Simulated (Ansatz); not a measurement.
# Ca_Sn in SnO2 (P4_2/mnm): charge-transition levels and formation energies

Charge states of Ca_Sn in SnO2 (P4_2/mnm), set against the band edges. Model: a cell of 72 host atoms with 1 Sn taken out and 1 Ca put in.

Calculated with Ansatz 0.2.0; place-levels on r2SCAN runs: charge-transition levels and formation energies with image-charge correction and potential alignment at the atomic sites; PAW set soft_1.

Experimental background.

For SnO2, rutile (undoped SnO2, value from earlier experiment), “Tunable Transparent Conductors Based on SnO2: Theoretical and Experimental Studies of Codoping” (2024, pmc:11656248) quotes earlier work: band gap (band gap of undoped SnO2, quoted experimental value) about 3.6 eV [Literature value quoted in passing in the theory part as a benchmark; sample form …].

Most raw output is cut from this account.

## 1. The structure

The cell holds 72 atoms: 23 Sn, 48 O and 1 Ca. Cell: a = 9.516 Å, b = 9.516 Å, c = 9.602 Å, α = 90.0°, β = 90.0°, γ = 90.0°. It derives from SnO2 (space group P4_2/mnm). Nearest the centre at fractional (0.500, 0.500, 0.667): Ca68 at 0.00 Å, O71 at 2.06 Å, O18 at 2.06 Å, O28 at 2.07 Å, O45 at 2.07 Å, O34 at 2.07 Å, O51 at 2.07 Å, Sn62 at 3.20 Å.

Coordinates:

Known beforehand: the electronic dielectric constant, (4.60, 4.60, 4.91), and the static one, (13.48, 13.48, 10.42), from a response run on this crystal (DFPT, PBEsol) at that run's own cell.

The cell's shortest repeat is 9.5 Å.

## 2. What was run first

Levels follow from differences of total energies between charge states, each relaxed by itself.

Each atom starts 0.05 Å or so off its site in a random direction: a symmetric start keeps its symmetry, and would miss off-centre moves and Jahn–Teller distortions. Forces are taken at one point at (¼, ¼, ¼). The cell holds 2 electrons more than the neutral one, with a uniform background that keeps it neutral on the whole.

The sampling was tested on the host first: at the k-points planned (1x1x1 shifted 0.25 0.25 0.25) its energy lies 0.000 eV an atom from the dense-mesh value, under the bound of 0.02 eV set for this test; that bounds the host's error, not the defect's.

One state's input; the others differ in charge, spin, start and seed, and in occupations where the table says so.

qm2.relax/input.yaml reads:

```yaml
crystal:
  lattice:
    - [4.75775154, 0.0, 0.0]
    - [0.0, 4.75775154, 0.0]
    - [0.0, 0.0, 3.20068146]
  atoms:
    - { symbol: Sn, position: [0.5, 0.5, 0.5] }
    - { symbol: Sn, position: [0.0, 0.0, 0.0] }
    - { symbol: O, position: [0.19405723, 0.80594277, 0.5] }
    - { symbol: O, position: [0.80594277, 0.19405723, 0.5] }
    - { symbol: O, position: [0.30594277, 0.30594277, 0.0] }
    - { symbol: O, position: [0.69405723, 0.69405723, 0.0] }
  supercell: [2, 2, 3]
  defects: [{ substitution: { at: 67, symbol: Ca } }]
total_charge: -2
basis:
  ecutwfc: 500
  xc_grid: 2
hamiltonian:
  xc: r2scan
  pseudopotentials: { kind: paw, azcp: { folder: soft_1 } }
kpoints:
  mp_grid: { grid: [1, 1, 1], shift: [0.25, 0.25, 0.25] }
scf:
  occupations: { method: fixed }
  max_iter: 80
output:
  forces: true
  charged_corrections: { epsilon: [4.6, 4.6, 4.91], static_epsilon: [13.48, 13.48, 10.42] }
relax:
  f_tol: 0.02
  max_steps: 80
  random_displacement: { amplitude: 0.05, seed: 2109 }
checkpoint:
  write: "../qm2.relax.run"
  compress: false
  write_wavefunctions: true
  write_every: 100000
```

Run with:

```bash
$ ansatz run input.yaml --threads 8 --pin off --max-ram 15073MiB --backend cpu --events-out ev --progress --plain --runs-dir out
```

The relaxed structure is kept and the sampling changed to a 2×2×2 shifted mesh.

The run of this state that the levels use, under r2SCAN:

qm2.point/input.yaml reads:

```yaml
crystal:
  checkpoint: "../qm2.relax.run"
  host: checkpoint
total_charge: -2
basis:
  ecutwfc: 500
  xc_grid: 2
hamiltonian:
  xc: r2scan
  pseudopotentials: { kind: paw, azcp: { folder: soft_1 } }
kpoints:
  mp_grid: { grid: [2, 2, 2], shift: [0.5, 0.5, 0.5] }
scf:
  occupations: { method: fermi_dirac, width: 0.01 }
  max_iter: 80
output:
  forces: true
  eigenvalues: true
  charged_corrections:
    epsilon: [4.6, 4.6, 4.91]
    static_epsilon: [13.48, 13.48, 10.42]
    defect_position: [0.5, 0.5, 0.666667]
  eigenstates: { localisation: true }
  populations: true
  band_densities: [{ bands: [v1, v1] }, { bands: [c1, c1] }]
  write_density: true
  write_potential: true
  volumetric_format: npy
checkpoint:
  read: "../qm2.relax.run"
  write: "../qm2.point.run"
  compress: false
  write_wavefunctions: false
  write_every: 100000
```

Relaxations under r2SCAN at one point at (¼, ¼, ¼); times on 8 threads of Arm Neoverse V1, shared host:

| charge | moment (μB) | occupations | outcome | steps | largest displacement against the far atoms (Å) | time |
| --- | --- | --- | --- | --- | --- | --- |
| −2 | 0 | fixed | converged | 5 | 0.18 | 97 s |
| −1 | 1 | fixed | converged | 5 | 0.18 | 4.7 min |
| 0 | 0 | fixed | converged | 5 | 0.18 | 2 min |
| 0 | 2 | fixed | converged | 8 | 0.19 | 7.6 min |

Single points under r2SCAN at a 2×2×2 shifted mesh; times on 8 threads of Arm Neoverse V1, shared host:

| charge | moment (μB) | occupations | outcome | time |
| --- | --- | --- | --- | --- |
| −2 | 0 | fermi-dirac | converged | 1.7 min |
| −1 | 1 | fermi-dirac | converged | 4.5 min |
| 0 | 0 | fermi-dirac | converged | 2.1 min |
| 0 | 2 | fermi-dirac | converged | 6.3 min |

Distances (Å) from Ca68 to the nearest atoms after relaxation with r2SCAN:

| charge | moment (μB) | 1. | 2. | 3. | 4. | 5. | 6. |
| --- | --- | --- | --- | --- | --- | --- | --- |
| −2 | 0 | O 2.19 | O 2.19 | O 2.24 | O 2.24 | O 2.24 | O 2.24 |
| −1 | 1 | O 2.19 | O 2.19 | O 2.24 | O 2.24 | O 2.24 | O 2.24 |
| 0 | 0 | O 2.19 | O 2.19 | O 2.24 | O 2.24 | O 2.24 | O 2.24 |
| 0 | 2 | O 2.19 | O 2.19 | O 2.25 | O 2.25 | O 2.25 | O 2.25 |

## 3. Levels against the band edges, r2SCAN

A charged cell interacts with its images and the background, and its potential has another zero than the host's. place-levels removes the first by a point-charge model, screened by the static dielectric constant since the ions have relaxed around the charge, and the second by comparing potentials at atoms far from the defect.

The host is a run of the defect-free crystal in the same cutoffs, grids and k-points, so that basis and sampling errors cancel in part in the differences. The host is run in a cell of 6 atoms on a matching mesh. Its band edges are searched through the zone by a band path, so the gap is smaller than, or equal to, that on the mesh. Chemical potentials are energies per atom of Sn (alpha-Sn (diamond)) and Ca (fcc), run with the same functional and cutoff.

levels.point.yaml reads:

```yaml
host:
  run: host.point.run
states: [qm2.point.run, qm1_M1.point.run, q0.point.run, q0_M2.point.run]
geometry_from:
  qm2.point.run: qm2.relax.run
  qm1_M1.point.run: qm1_M1.relax.run
  q0.point.run: q0.relax.run
  q0_M2.point.run: q0_M2.relax.run
  host.point.run: host.relax.run
chemical_potentials:
  Sn:
    energy: -6038.703821
    dataset: <sha256 of the dataset>
  Ca:
    energy: -1821.671293
    dataset: <sha256 of the dataset>
epsilon: [4.6, 4.6, 4.91]
static_epsilon: [13.48, 13.48, 10.42]
vertical:
  - { from: qm2.point.run, to: qm2.point_neutral.run }
  - { from: qm1_M1.point.run, to: qm1_M1.point_neutral.run }
```

Run with:

```bash
$ ansatz place-levels levels.point.yaml -- --threads 8 --pin off --max-ram 15073MiB
```

The job ended after 0.44 s (8 threads of Arm Neoverse V1, shared host).

Under r2SCAN the gap is 1.80 eV, (0/−1) 0.02, (−1/−2) 0.44 eV.

Levels between the charges placed, in eV above the valence top:

|  | gap (eV) | (0/−1) | (−1/−2) |
| --- | --- | --- | --- |
| r2SCAN | 1.80 | 0.02 | 0.44 |

Corrections by state:

| charge | moment (μB) | image terms and alignment (eV) | band filling (eV) | ε used | over the lowest of its charge, as the program ranks them, band filling apart (eV) |
| --- | --- | --- | --- | --- | --- |
| 0 | 0.0 | 0.000 | - | - | 0.000 |
| −1 | 1.0 | 0.327 | - | principal values (10.42, 13.48, 13.48) | 0.000 |
| −2 | 0.0 | 0.892 | - | principal values (10.42, 13.48, 13.48) | 0.000 |
| 0 | 2.0 | 0.000 | - | - | 0.012 |

The charged structures listed were also run neutral, and place-levels reads from each pair, by the potential or the spins, how wide the charge is by which they differ; that can be the carrier of either run.

| charge | rms radius (Å) | spread where it is widest against the cell (Å) | wide from (Å) | reading |
| --- | --- | --- | --- | --- |
| −1 | 7.0 | 4.62 | 1.66 | wide |
| −2 | 5.4 | 3.49 | 1.66 | wide |

The neutral runs of these pairs need not share the spin of the lowest neutral state, and very wide values only mean spread over the cell.

From the program's caveats on the states, each cut to its opening words:

- charge −1 (1 μB): it parts from the run at its places by a charge that spreads by about 4.6 Å along one vector (1.7 Å or more is wide), by its potential at epsilon [4.6, 4.6, [...]
- charge −1 (1 μB), 0 (2 μB): flagged: stability check not made
- charge −2: it parts from the run at its places by a charge that spreads by about 3.5 Å along one vector (1.7 Å or more is wide), by its potential at epsilon [4.6, 4.6, [...]
- charge −2: the far atoms show a dipole or second moment of the defect's charge, for which the correction takes or leaves out 0.061 eV: further moments aren't read, and [...]

The host's formation energy from the elements is -1.867 eV per atom; it sets how far the chemical potentials can move.

Limit set by the element alone; other compounds of these elements are not counted. Chemical potentials from the elements' reference states: O 0.00 eV, Sn -5.60 eV, Ca 0.00 eV. Formation energies (O-rich), with the Fermi level at the valence top and at the conduction bottom (gap 1.80 eV):

| charge | at valence top (eV) | at conduction bottom (eV) | correction included (eV) |
| --- | --- | --- | --- |
| 0 | -3.14 | -3.14 | 0.00 |
| −1 | -3.12 | -4.92 | 0.33 |
| −2 | -2.68 | -6.27 | 0.89 |

```
Fermi level (eV)  lowest formation energy (eV)
            0.00                         -3.14
            0.16                         -3.28
            0.33                         -3.45
            0.49                         -3.66
            0.65                         -3.99
            0.82                         -4.31
            0.98                         -4.64
            1.14                         -4.97
            1.31                         -5.29
            1.47                         -5.62
            1.63                         -5.95
            1.80                         -6.27
```

Limit set by the element alone; other compounds of these elements are not counted. Chemical potentials from the elements' reference states: Sn 0.00 eV, O -2.80 eV, Ca 0.00 eV. Formation energies (Sn-rich), with the Fermi level at the valence top and at the conduction bottom (gap 1.80 eV):

| charge | at valence top (eV) | at conduction bottom (eV) | correction included (eV) |
| --- | --- | --- | --- |
| 0 | 2.46 | 2.46 | 0.00 |
| −1 | 2.48 | 0.69 | 0.33 |
| −2 | 2.92 | -0.67 | 0.89 |

Fermi level (eV), lowest formation energy (eV) and a bar from the least value:
```
     0.00       2.46 ##############################
     0.16       2.32 #############################
     0.33       2.16 ###########################
     0.49       1.94 #########################
     0.65       1.62 ######################
     0.82       1.29 ###################
     0.98       0.96 ################
     1.14       0.63 #############
     1.31       0.31 #########
     1.47      -0.02 ######
     1.63      -0.34 ###
     1.80      -0.67
```

## 4. Effect of the sampling

The relaxations' own energies give the levels at their sampling, for comparison.

levels.relax_mesh.yaml reads:

```yaml
host:
  run: host.relax.run
states: [qm2.relax.run, qm1_M1.relax.run, q0.relax.run, q0_M2.relax.run]
chemical_potentials:
  Sn:
    energy: -6038.703821
    dataset: <sha256 of the dataset>
  Ca:
    energy: -1821.671293
    dataset: <sha256 of the dataset>
```

Run with:

```bash
$ ansatz place-levels levels.relax_mesh.yaml -- --threads 8 --pin off --max-ram 15073MiB
```

The job ended after 0.15 s (8 threads).

Levels between neighbouring charges, in eV above the valence top:

|  | gap (eV) | (0/−1) | (−1/−2) |
| --- | --- | --- | --- |
| one point at (¼, ¼, ¼) | 1.80 | 0.02 | 0.44 |
| a 2×2×2 shifted mesh | 1.80 | 0.02 | 0.44 |

Going from one point at (¼, ¼, ¼) to a 2×2×2 shifted mesh moves the levels that carry no band-filling term by up to 0.00 eV and formation energies against the elements by up to 0.01 eV.

## 5. Placing the levels, PBEsol

PBEsol on the same structure is run to see how far the result rests on the functional, though not on the errors that semilocal functionals share; the sampling changes too, to one point at (¼, ¼, ¼), so differences hold both changes.

qm2.pbesol/input.yaml reads:

```yaml
crystal:
  checkpoint: "../qm2.relax.run"
  host: checkpoint
total_charge: -2
basis:
  ecutwfc: 420
  xc_grid: 2
hamiltonian:
  xc: pbesol
  pseudopotentials: { kind: paw, azcp: { folder: soft_1 }, xc_functional: pbe }
kpoints:
  mp_grid: { grid: [1, 1, 1], shift: [0.25, 0.25, 0.25] }
scf:
  occupations: { method: fermi_dirac, width: 0.01 }
  max_iter: 80
output:
  forces: true
  eigenvalues: true
  charged_corrections:
    epsilon: [4.6, 4.6, 4.91]
    static_epsilon: [13.48, 13.48, 10.42]
    defect_position: [0.5, 0.5, 0.666667]
checkpoint:
  write: "../qm2.pbesol.run"
  compress: false
  write_wavefunctions: false
  write_every: 100000
```

Wall time 18 s (8 threads); peak memory 1.9 GiB; 2.2 min of CPU time.

levels.pbesol.yaml reads:

```yaml
host:
  run: host.pbesol.run
states: [qm2.pbesol.run, qm1_M1.pbesol.run, q0.pbesol.run, q0_M2.pbesol.run]
geometry_from:
  qm2.pbesol.run: qm2.relax.run
  qm1_M1.pbesol.run: qm1_M1.relax.run
  q0.pbesol.run: q0.relax.run
  q0_M2.pbesol.run: q0_M2.relax.run
  host.pbesol.run: host.relax.run
chemical_potentials:
  Sn:
    energy: -5949.821898
    dataset: <sha256 of the dataset>
  Ca:
    energy: -1793.732186
    dataset: <sha256 of the dataset>
```

Run with:

```bash
$ ansatz place-levels levels.pbesol.yaml -- --threads 8 --pin off --max-ram 15073MiB
```

It took 0.26 s on 8 threads.

Under PBEsol the gap is 1.01 eV, (0/−1) 0.03, (−1/−2) 0.36 eV.

## 6. Side by side

Levels between neighbouring charges, in eV above each run's own valence top:

|  | gap (eV) | (0/−1) | (−1/−2) | CPU time a state at this stage (restarts are quicker than cold starts) |
| --- | --- | --- | --- | --- |
| r2SCAN, 2×2×2 shifted mesh | 1.80 | 0.02 | 0.44 | 29 min |
| PBEsol on r2SCAN structures, (¼, ¼, ¼) | 1.01 | 0.03 | 0.36 | 4.6 min |

## 7. Results

```yaml
gap_of_the_host: 1.80 eV (r2SCAN)
level_0_minus_1: 0.02 eV above the valence top
level_minus_1_minus_2: 0.44 eV above the valence top
lowest_of_the_charges_placed_just_above_the_valence_top_0p02_ev: 0
lowest_of_the_charges_placed_just_below_the_conduction_bottom_0p02_ev: −2
lowest_formation_energy_at_mid_gap_of_the_charges_run_o_rich: -4.48 eV
lowest_formation_energy_at_mid_gap_of_the_charges_run_sn_rich: 1.12 eV
```

What this shows: Of the charges placed (−2, −1 and 0), the lowest changes at 0.02 eV (0/−1) and 0.44 eV (−1/−2) above the valence top, in a gap of 1.80 eV. (0/−1) and (−1/−2) lie nearer to a band edge than the share of the finite-size correction in them (0.33 and 0.57 eV), and that correction holds for a localised charge alone. (0/−1) lies 0.02 eV from a band edge, less than the doubt on such levels. Charges above 0 and below −2 were not placed, so these runs say nothing of levels that involve them. States placed: 0 at 0 μB and 2 μB; −1 at 1 μB; −2 at 0 μB. Other spin states or structures, where not listed, weren't placed. Ca is taken at its element; compounds, which aren't counted here, bound the chemical potentials and would shift these formation energies. The lowest formation energy (O-rich) is negative across the gap, so the defect would form by itself: these chemical potentials lie beyond what competing compounds allow, or the host is unstable against it. Going from one point at (¼, ¼, ¼) to a 2×2×2 shifted mesh moves the levels that carry no band-filling term by up to 0.00 eV and formation energies against the elements by up to 0.01 eV. What this leaves open: r2SCAN makes the gap too small and tends to spread out bound carriers; where a gas molecule sets a chemical potential or the host's formation energy, its binding is uncorrected; spin–orbit coupling, which can matter with heavy atoms, is left out.

Calculation against experiment:

| quantity | measured | PBEsol | r2SCAN |
| --- | --- | --- | --- |
| band gap (least gap of the host) (eV) | 3.6 | 1.01 (-2.59 eV) | 1.80 (-1.80 eV) |

Measured values from pmc:11656248 (2024).

**Verdict.** For the band gap, of the levels listed nearest comes r2SCAN (-1.80 eV) and farthest PBEsol (-2.59 eV). Local and semilocal functionals usually give gaps below the measured ones. Spin-orbit coupling, left out here, can change the gap with such heavy elements. Zero-point and thermal motion shift the measured gap.

[Logs are printed without paths, hosts, clocks, repeated set-up lines and the standing remarks that a program may print on its own settings, such as how far it seeks lower states.]

[Hosts, paths, dates, database ids (printed as entryN), source tags and the programs' standing remarks are cut or masked in the printed files.]

[Where a table of states has a column of steps, it counts the stored structures, which are thinned; the runs took as many ionic steps or more.]

[A defect's name tells the site on which it was built; relaxed atoms can leave that site.]

[For some hosts the program warned that the k-mesh of the response run may be too coarse for force constants and the static dielectric constant; such warnings are not shown here.]
